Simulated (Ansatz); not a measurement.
# Ta (Im-3m): thermal expansion from first principles, part 2 of 3

Wanted: α(T), C_P(T) and B(T) of Ta in the quasi-harmonic approximation.

Ansatz 0.2.0; DFT PBEsol, scalar-relativistic, plane waves, PAW; PAW set soft_1.

So far. Step 2 (A first coarse run): The start is under -5.9 GPa at this level and looks like a metal on this mesh. The relaxed cell has a = 3.280 Å (conventional setting).

## (4) Relaxing to small residual forces and stress

The thresholds are tightened for a last relaxation ahead of the phonons, and where mesh or smearing change with them the cell follows.

File input.yaml:

```yaml
crystal:
  lattice:
    - [-1.6402286349, 1.6402286349, 1.6402286349]
    - [1.6402286349, -1.6402286349, 1.6402286349]
    - [1.6402286349, 1.6402286349, -1.6402286349]
  atoms:
    - { symbol: Ta, position: [0.0, 0.0, 0.0] }
kpoints:
  mp_grid: { grid: [20, 20, 20] }
hamiltonian:
  xc: pbesol
  pseudopotentials: { kind: paw, azcp: { folder: soft_1 }, xc_functional: pbe }
scf:
  occupations: { method: methfessel_paxton, width: 0.2 }
  lower_state_search: "off"
output:
  forces: true
  stress: true
  eigenvalues: true
  write_density: true
  write_potential: true
  elf: true
  volumetric_format: npy
relax:
  adjacent_minimum: "off"
  f_tol: 0.001
  max_steps: 60
  cell: { stress_tol: 0.01 }
```

Command:

```bash
$ ansatz run input.yaml --threads 8 --pin off --max-ram 16384MiB --backend cpu --events-out ev --progress --plain --runs-dir out
```

Numbers of over 12 decimals in the logs are rounded to 6 here.

Output:

```text
[...]
Crystal: 1 atoms, lattice volume = 17.651 Å³
Basis set: ecut = 420 eV, 369 PW (Γ), exchange–correlation on 40×40×40 points (8 copies of the dense FFT grid, shifted against one another)
Bands: 11, of which v1, the nominal top of the filled ones, is band 7 counted from 1 (6 counted from 0)
Symmetry: 48 space group operations
[...]
k-points: 256 of 8000
[...]
SCF iter   1: F=—  HF=-9807.534450 eV  |F-HF|=—  |Δ(HF+E_count)|=         —  Δρ=4.17e-2  dr2=3.18e-1  ethr=3.10e-3  ⟨swp⟩=5.0  Hψ=14437  notcnv=0
[...]
SCF iter   6: F=-9807.407195 eV  HF=-9807.407195 eV  |F-HF|=1.42e-10  |Δ(HF+E_count)|=   7.49e-9  S|Δr|=    0.00e0  Δρ=2.12e-6  dr2=2.22e-10  ethr=1.89e-10  ⟨swp⟩=4.8  Hψ=12812  notcnv=0
SCF 1 converged in 6 iterations: F = -9807.407195 eV  dr2 = 2.22e-10
[...]
relax step   1: F+E_penalty+E_count = -9807.40719463 eV  Δ(F+E_penalty+E_count) = +0.000e0 eV  max|allowed force component| = 0.000e0 eV/Å  Δτ_max = 0.0000 Å  P = +0.251 GPa  Ω = 17.651 Å³  (6 SCF iters, dr2 threshold 1.00e-7 eV, accepted)
Crystal: 1 atoms, lattice volume = 17.732 Å³
[...]
SCF iter   3: F=-9807.407063 eV  HF=-9807.407063 eV  |F-HF|=1.99e-9  |Δ(HF+E_count)|=   1.32e-7  S|Δr|=    0.00e0  Δρ=5.29e-6  dr2=1.50e-9  ethr=7.50e-10  ⟨swp⟩=6.8  Hψ=12649  notcnv=0
SCF 2 converged in 3 iterations: F = -9807.407063 eV  dr2 = 1.50e-9
relax step   2: F+E_penalty+E_count = -9807.40706296 eV  Δ(F+E_penalty+E_count) = +1.317e-4 eV  max|allowed force component| = 0.000e0 eV/Å  Δτ_max = 0.0000 Å  P = -0.703 GPa  Ω = 17.732 Å³  energy of the carried Pulay correction = -1.630e-5 eV  (3 SCF iters, dr2 threshold 1.00e-7 eV, rejected (line search))
Crystal: 1 atoms, lattice volume = 17.672 Å³
[...]
SCF iter   5: F=-9807.407207 eV  HF=-9807.407207 eV  |F-HF|=3.64e-12  |Δ(HF+E_count)|=  1.09e-11  S|Δr|=    0.00e0  Δρ=1.80e-8  dr2=1.84e-14  ethr=1.00e-12  ⟨swp⟩=4.0  Hψ=10587  notcnv=0
SCF 3 converged in 5 iterations: F = -9807.407207 eV  dr2 = 1.84e-14
relax step   3: F+E_penalty+E_count = -9807.40720684 eV  Δ(F+E_penalty+E_count) = -1.221e-5 eV  max|allowed force component| = 0.000e0 eV/Å  Δτ_max = 0.0000 Å  P = -0.001 GPa  Ω = 17.672 Å³  energy of the carried Pulay correction = -4.276e-6 eV  (5 SCF iters, accepted)
[...]
SCF iter   3: F=-9807.407212 eV  HF=-9807.407212 eV  |F-HF|=1.82e-12  |Δ(HF+E_count)|=  1.46e-11  S|Δr|=    0.00e0  Δρ=9.38e-8  dr2=3.86e-13  ethr=1.00e-12  ⟨swp⟩=3.1  Hψ=10931  notcnv=0
SCF 4 converged in 3 iterations: F = -9807.407212 eV  dr2 = 3.86e-13
relax step   4: F+E_penalty+E_count = -9807.40721178 eV  Δ(F+E_penalty+E_count) = -4.946e-6 eV  max|allowed force component| = 0.000e0 eV/Å  Δτ_max = 0.0000 Å  P = -0.001 GPa  Ω = 17.672 Å³  stress off target by 1.20e-3 GPa  SCF on the basis re-selected at this cell (its energy is not comparable with the rows above)  (3 SCF iters)
basis re-selected at this cell: Δ(F+E_penalty+E_count) = -4.946e-6 eV, ΔP = +0.000 GPa vs the last step (what re-selecting the basis moved, of the pressure what is left beyond the Pulay correction that the steps carried, after the strain that the cell walked since its last selection, with what the two solves' SCF thresholds leave and, on support functions, any second-order correction that the steps lacked; it is no measure of the basis error at this ecutwfc). This SCF's stress stands 1.20e-3 GPa from its target on what of the cell is left free (relax.cell.stress_tol is 1.00e-2 GPa) and its largest allowed force component is 0.00e0 eV/Å (relax.f_tol is 1.00e-3 eV/Å): [rest of the remark cut]
SCF converged after 3 iterations
Stability not checked: this state was not tested for a lower state beside it, because cold or Methfessel-Paxton smearing, or corrected tetrahedra, fill the levels in a way that the test cannot read (fill_not_monotonic; see scf.lower_state_search)
Free energy (F): -9807.407212 eV
[...]
Internal energy: -9807.408200 eV  (E = F + TS)
E sigma→0 (E₀):  -9807.407459 eV
Entropy (-TS):   0.000988 eV (0.988 meV/atom)
Fermi energy:    18.706811 eV
[...]
--- Stress (GPa, compression-positive) ---
       -0.001204      -0.000000       0.000000
       -0.000000      -0.001204       0.000000
       -0.000000       0.000000      -0.001204
  P = ⅓ Tr σ = -0.0012 GPa (-0.012 kbar)
--- Band table (eV; the first three rows and the last of 256) ---
  k-point 0: bands = [... 3 lower, -14.1663, 10.7407, 19.4526, 19.4526, 19.4526, 22.7940, 22.7940, 33.4115]
  k-point 1: bands = [... 3 lower, -14.1664, 10.8557, 19.3768, 19.4320, 19.5652, 22.6652, 22.7934, 33.5178]
  k-point 2: bands = [... 3 lower, -14.1670, 11.1909, 19.1647, 19.3482, 19.9000, 22.3774, 22.7970, 33.7991]
  k-point 255: bands = [... 3 lower, -15.0430, 14.8053, 14.8053, 25.7395, 25.7395, 25.7395, 27.5013, 27.5013]
--- Relaxed structure (3 steps of the walk, 2 accepted, 1 SCFs on fresh bases) ---
[...]
cell:  # Å, volume = 17.6724 Å³
    - [-1.640885, 1.640885, 1.640885]
    - [1.640885, -1.640885, 1.640885]
    - [1.640885, 1.640885, -1.640885]
  atoms:
    - { symbol: Ta, position: [0.0, 0.0, 0.0] }
```

It took 1.8 s on 8 threads of Arm Neoverse V2, shared host; peak memory 0.34 GiB.

Little changed from the start: no atom moved by 0.005 Å and no cell edge by 0.1 %.

Numbers from this step:

```yaml
pressure: -0.001204 GPa
volume_per_atom: 17.67 Å³/atom
```

Electrostatic potential energy in the ac plane of the conventional cell at fractional y = 0.000, with atoms of Ta within 0.2 Å of it. With pseudopotentials it is smooth inside the atoms' cores, unlike the true potential.

Values in eV, 14 rows by 14 columns, each cell a mean:
```
-45 -43 -31 -13   4  15  19  20  18  12   0 -19 -36 -44
-39 -34 -22  -6   8  16  19  20  19  14   5 -11 -27 -36
-21 -17  -7   5  13  18  20  21  20  17  11   2 -11 -19
 -2   1   7  13  17  19  20  21  20  19  16  11   5   0
 11  13  15  17  19  20  20  21  20  20  19  17  14  12
 18  18  19  20  20  20  20  20  20  20  20  20  19  18
 20  20  20  21  21  20  20  20  20  21  21  21  20  20
 19  19  20  20  20  20  20  20  20  20  20  20  19  19
 14  15  17  18  20  20  20  20  20  20  19  18  16  15
  3   5  10  14  17  20  20  21  20  19  17  13   8   4
-16 -12  -2   7  14  18  20  21  20  17  13   5  -6 -13
-34 -29 -17  -2  10  17  20  20  19  15   7  -7 -22 -31
-45 -41 -29 -12   5  15  19  20  18  13   1 -17 -34 -43
-45 -45 -34 -16   3  14  19  20  18  11  -2 -21 -39 -45
```
Columns run along a (3.3 Å; values clipped at the 3rd and 97th percentile), rows up along c (3.3 Å), edges of the conventional cell, whose origin can differ from the input's. Atoms in or near the plane, at fractional coordinates: Ta at (0.00, 0.00).

Valence density in the ac plane of the conventional cell at fractional y = 0.000, with atoms of Ta within 0.2 Å of it. It is the smooth field of the valence electrons, not physical close to the nuclei.

Ten even steps from '0' (0.2 e/Å³) to '9' (4.6 e/Å³), each cell a mean:
```
89830000001499
98520000000379
54210000000134
11000000000001
00000000000000
00000000000000
00000000000000
00000000000000
00000000000000
10000000000000
43100000000123
87410000000258
99730000001489
79841000001598
```
Columns run along a (3.3 Å), rows up along c (3.3 Å), edges of the conventional cell, whose origin can differ from the input's. Atoms in or near the plane, at fractional coordinates: Ta at (0.00, 0.00).

ELF in the ac plane of the conventional cell at fractional y = 0.000, with atoms of Ta within 0.2 Å of it. It is the smooth field of the valence electrons, not physical close to the nuclei.

Ten even steps from '_' (0.10) to '@' (0.72), each cell a mean:
```
--**@@##::..--==--..--%%@@++
%%@@@@**::::==++==..::##@@@@
@@%%**--::--++**++--::==##%%
==--::::--++******==--::::--
....::--++********++==--....
::--==++****++++++****++==--
====******++++==++******++==
----++******++++++****++==--
....::==++****++****++--::..
::::::::--++******++--::::::
%%##++::::==****++--::--**##
@@@@%%++::::++**==::::**@@@@
==##@@##::..--==--..--%%@@**
__==@@%%::..--==::..==@@%%--
```
Columns run along a (3.3 Å), rows up along c (3.3 Å), edges of the conventional cell, whose origin can differ from the input's. Atoms in or near the plane, at fractional coordinates: Ta at (0.00, 0.00).

The residual pressure is -0.0012 GPa, small enough for phonons.

(Continued in part 3 of 3.)

[Logs are printed without paths, hosts, clocks, repeated set-up lines and the standing remarks that a program may print on its own settings, such as how far it seeks lower states.]

[Hosts, paths, dates, database ids (printed as entryN), source tags and the programs' standing remarks are cut or masked in the printed files.]

[A step with changed settings may run another functional than the one named; its input shows which.]
